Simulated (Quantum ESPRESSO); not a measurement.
## CoO: magnetism against volume

Wanted: the trend of the moments of CoO with volume.

Calculated with Quantum ESPRESSO 7.5; PBE with U = 3.5 eV on Co d (ortho-atomic projectors); plane waves with GBRV 1.5 PBE potentials, no spin-orbit coupling.

Report form: the programs' logs are mostly left out.

## (1) The starting structure

The structure is cubic, space group Fm-3m (No. 225). Conventional cell: a = 4.261 Å, b = 4.261 Å, c = 4.261 Å, α = 90.00°, β = 90.00°, γ = 90.00°. Co has 6 O at 2.13 Å nearest. O has 6 Co at 2.13 Å nearest. Farther neighbours and most contacts between anions are not listed.

The lattice constants were typed from memory of published values and not checked against a source.

## (2) Volume 0.88, ferro +

All lengths scale alike; the factor is that of the volume. Atoms keep their fractional places. Seeded atoms are those given a starting moment.

The input, pw.in:

```
&CONTROL
  calculation = 'scf'
  prefix = 'pwscf'
  outdir = './tmp'
  pseudo_dir = './pseudo'
  disk_io = 'nowf'
  tprnfor = .true.
  tstress = .true.
/
&SYSTEM
  ibrav = 0
  celldm(1) = 8
  nat = 2
  ntyp = 2
  ecutwfc = 40
  ecutrho = 280
  nbnd = 20
  occupations = 'smearing'
  smearing = 'fd'
  degauss = 0.00367493
  nspin = 2
  starting_magnetization(1) = 0.1765
  starting_magnetization(2) = 0
/
&ELECTRONS
  conv_thr = 4d-09
  electron_maxstep = 150
  mixing_beta = 0.3
/
ATOMIC_SPECIES
Co     58.9332 co_pbe_v1.2.uspp.F.UPF
O      15.9990 o_pbe_v1.2.uspp.F.UPF
CELL_PARAMETERS alat
   0.0000000000000    0.4822637764403    0.4822637764403
   0.4822637764403    0.0000000000000    0.4822637764403
   0.4822637764403    0.4822637764403    0.0000000000000
ATOMIC_POSITIONS crystal
Co      0.0000000000    0.0000000000    0.0000000000
O       0.5000000000    0.5000000000    0.5000000000
K_POINTS automatic
10 10 10 0 0 0
HUBBARD {ortho-atomic}
U Co-3d 3.5000
```

Launch:

```console
> OMP_NUM_THREADS=1 mpirun -n 4 pw.x -nk 4 -in pw.in > pw.out
```

The job ended after 6.6 s (4 MPI ranks of Intel Xeon Platinum 8559C (Emerald Rapids), shared host; peak memory 0.29 GiB).

Spin moment in the atom's sphere by atom:

```
atom  spin moment in the atom's sphere (μB)
 Co1                                   2.43
  O2                                   0.21
```

This step gave:

| Item | Value |
| --- | --- |
| smearing term TS | 0.03408 eV |
| pressure | 32.56 GPa |
| magnetization | 2.753 μB |
| absolute magnetization | 2.778 μB |
| final state | ferromagnetic |

## (3) Volume 0.88, antiferro q=(0,0,1/2) +-

The wavevector q is in fractions of the reciprocal vectors of the crystal's primitive cell, as the cells of these inputs are built from it; moments change sign between cells as cos(2π q·R).

The input, pw.in:

```
&CONTROL
  calculation = 'scf'
  prefix = 'pwscf'
  outdir = './tmp'
  pseudo_dir = './pseudo'
  disk_io = 'nowf'
  tprnfor = .true.
  tstress = .true.
/
&SYSTEM
  ibrav = 0
  celldm(1) = 8
  nat = 4
  ntyp = 3
  ecutwfc = 40
  ecutrho = 280
  nbnd = 32
  occupations = 'smearing'
  smearing = 'fd'
  degauss = 0.00367493
  nspin = 2
  starting_magnetization(1) = 0.1765
  starting_magnetization(2) = -0.1765
  starting_magnetization(3) = 0
/
&ELECTRONS
  conv_thr = 8d-09
  electron_maxstep = 150
  mixing_beta = 0.3
/
ATOMIC_SPECIES
Co1    58.9332 co_pbe_v1.2.uspp.F.UPF
Co2    58.9332 co_pbe_v1.2.uspp.F.UPF
O      15.9990 o_pbe_v1.2.uspp.F.UPF
CELL_PARAMETERS alat
   0.0000000000000    0.4822637764403    0.4822637764403
   0.4822637764403    0.0000000000000    0.4822637764403
   0.9645275528831    0.9645275528831    0.0000000000000
ATOMIC_POSITIONS crystal
Co1     0.0000000000    0.0000000000    0.0000000000
Co2     0.0000000000    0.0000000000    0.5000000000
O       0.5000000000    0.5000000000    0.2500000000
O       0.5000000000    0.5000000000    0.7500000000
K_POINTS automatic
10 10 5 0 0 0
HUBBARD {ortho-atomic}
U Co1-3d 3.5000
U Co2-3d 3.5000
```

The job ended after 28 s (4 MPI ranks; peak memory 0.41 GiB; 1.9 min of CPU time).

Spin moment in the atom's sphere by atom:

```
atom  spin moment in the atom's sphere (μB)
 Co1                                   2.49
 Co2                                  -2.49
  O3                                   0.00
  O4                                   0.00
```

Read from the output:

```
smearing term TS       : 0.05282 eV
pressure               : 31.45 GPa
magnetization          : 0 μB
absolute magnetization : 5.351 μB
final state            : antiferromagnetic
```

## (4) Volume 0.88, no spin polarisation

The input, pw.in:

```
&CONTROL
  calculation = 'scf'
  prefix = 'pwscf'
  outdir = './tmp'
  pseudo_dir = './pseudo'
  disk_io = 'nowf'
  tprnfor = .true.
  tstress = .true.
/
&SYSTEM
  ibrav = 0
  celldm(1) = 8
  nat = 2
  ntyp = 2
  ecutwfc = 40
  ecutrho = 280
  nbnd = 18
  occupations = 'smearing'
  smearing = 'fd'
  degauss = 0.00367493
/
&ELECTRONS
  conv_thr = 4d-09
  electron_maxstep = 150
  mixing_beta = 0.3
/
ATOMIC_SPECIES
Co     58.9332 co_pbe_v1.2.uspp.F.UPF
O      15.9990 o_pbe_v1.2.uspp.F.UPF
CELL_PARAMETERS alat
   0.0000000000000    0.4822637764403    0.4822637764403
   0.4822637764403    0.0000000000000    0.4822637764403
   0.4822637764403    0.4822637764403    0.0000000000000
ATOMIC_POSITIONS crystal
Co      0.0000000000    0.0000000000    0.0000000000
O       0.5000000000    0.5000000000    0.5000000000
K_POINTS automatic
10 10 10 0 0 0
HUBBARD {ortho-atomic}
U Co-3d 3.5000
```

Run time: 3.4 s. Hardware: 4 MPI ranks; peak memory 0.27 GiB.

Numbers from this step:

| Item | Value |
| --- | --- |
| smearing term TS | 0.02055 eV |
| pressure | 6.265 GPa |
| final state | non-magnetic (no spin polarisation) |

## (5) Volume 1.12, ferro +

pw.in, as its differences from that of step 4:

```diff
@@ -16,3 +16,3 @@
   ecutrho = 280
-  nbnd = 18
+  nbnd = 20
   occupations = 'smearing'
@@ -20,2 +20,5 @@
   degauss = 0.00367493
+  nspin = 2
+  starting_magnetization(1) = 0.1765
+  starting_magnetization(2) = 0
 /
@@ -30,5 +33,5 @@
 CELL_PARAMETERS alat
-   0.0000000000000    0.4822637764403    0.4822637764403
-   0.4822637764403    0.0000000000000    0.4822637764403
-   0.4822637764403    0.4822637764403    0.0000000000000
+   0.0000000000000    0.5226325159167    0.5226325159167
+   0.5226325159167    0.0000000000000    0.5226325159167
+   0.5226325159167    0.5226325159167    0.0000000000000
 ATOMIC_POSITIONS crystal
```

The job ended after 6.6 s (4 MPI ranks; peak memory 0.31 GiB; 26 s of CPU time).

Numbers from this step:

```
smearing term TS       : 0.04169 eV
pressure               : -14.51 GPa
magnetization          : 2.999 μB
absolute magnetization : 3.027 μB
final state            : ferromagnetic
largest moment         : 2.640 μB
```

## (6) All points

The runs not shown differ from these in the moved quantity alone.

Final states:

```
volume        ferro +  antiferro q=(0,0,1/2) +-  no spin polarisation
  0.88  ferromagnetic         antiferromagnetic          non-magnetic
  0.91  ferromagnetic         antiferromagnetic          non-magnetic
  0.94  ferromagnetic         antiferromagnetic          non-magnetic
  0.97  ferromagnetic         antiferromagnetic          non-magnetic
     1  ferromagnetic         antiferromagnetic          non-magnetic
  1.03  ferromagnetic         antiferromagnetic          non-magnetic
  1.06  ferromagnetic         antiferromagnetic          non-magnetic
  1.09  ferromagnetic         antiferromagnetic          non-magnetic
  1.12  ferromagnetic         antiferromagnetic          non-magnetic
```

Largest site moment against volume:

```
volume (factor)  ferro + (μB)  antiferro q=(0,0,1/2) +- (μB)
         0.8800          2.43                           2.49
         0.9100          2.52                           2.51
         0.9400          2.57                           2.52
         0.9700          2.60                           2.54
         1.0000          2.61                           2.55
         1.0300          2.62                           2.56
         1.0600          2.63                           2.57
         1.0900          2.63                           2.58
         1.1200          2.64                           2.59
```

Table of energy less that of the parallel start by volume; values in meV a seeded atom:

```
volume (factor)  antiferro q=(0,0,1/2) +-  no spin polarisation
         0.8800                     -68.5                   389
         0.9100                     -62.6                   482
         0.9400                     -54.8                   570
         0.9700                     -47.0                   651
         1.0000                     -39.7                   725
         1.0300                     -33.3                   794
         1.0600                     -27.6                   857
         1.0900                     -22.5                   915
         1.1200                     -18.1                   968
```

The energy over the lowest by volume; values in meV an atom:

```
volume (factor)  ferro +  antiferro q=(0,0,1/2) +-  no spin polarisation
         0.8800      138                       104                   332
         0.9100     87.1                      55.9                   328
         0.9400     51.5                      24.1                   336
         0.9700     29.7                      6.21                   355
         1.0000     19.9                         0                   383
         1.0300     20.4                      3.79                   417
         1.0600     29.8                      16.1                   458
         1.0900     46.8                      35.5                   504
         1.1200     70.0                      60.9                   554
```

## (7) Outcome

| Item | Value |
| --- | --- |
| moment, parallel start | 2.43 to 2.64 μB |
| states met from these starts | antiferromagnetic and ferromagnetic |

What this shows: The moment of the parallel start goes from 2.43 μB at 0.88 to 2.64 μB at 1.12. The net moment of the cell goes from 2.75 to 3.00 μB. The radius of the spheres follows the nearest distance, so part of the change of the site moments is the spheres'. The largest moment of the start antiferro q=(0,0,1/2) +- lies between 2.49 and 2.59 μB. The start antiferro q=(0,0,1/2) +- lies under the parallel one at every finished point, by 18.1 to 68.5 meV a seeded atom. The smearing term is large for its width, so states at the Fermi level are partly filled: at this level the cell is a metal or has a gap of a few widths at most. Degenerate orbitals of a corrected shell are partly filled. Whether a state of lower symmetry lies under this one was not tested; under a U it often does.

[Logs and program files are shortened in this print: banners, set-up blocks, solver, clock and traceback lines can be left out without a mark of their own.]

[Logs are printed without paths, hosts, clocks, repeated set-up lines and the standing remarks that a program may print on its own settings, such as how far it seeks lower states.]

[Hosts, paths, dates, database ids (printed as entryN), source tags and the programs' standing remarks are cut or masked in the printed files.]

[Where a cell is said to come from a database of computed structures, the database is the Materials Project.]
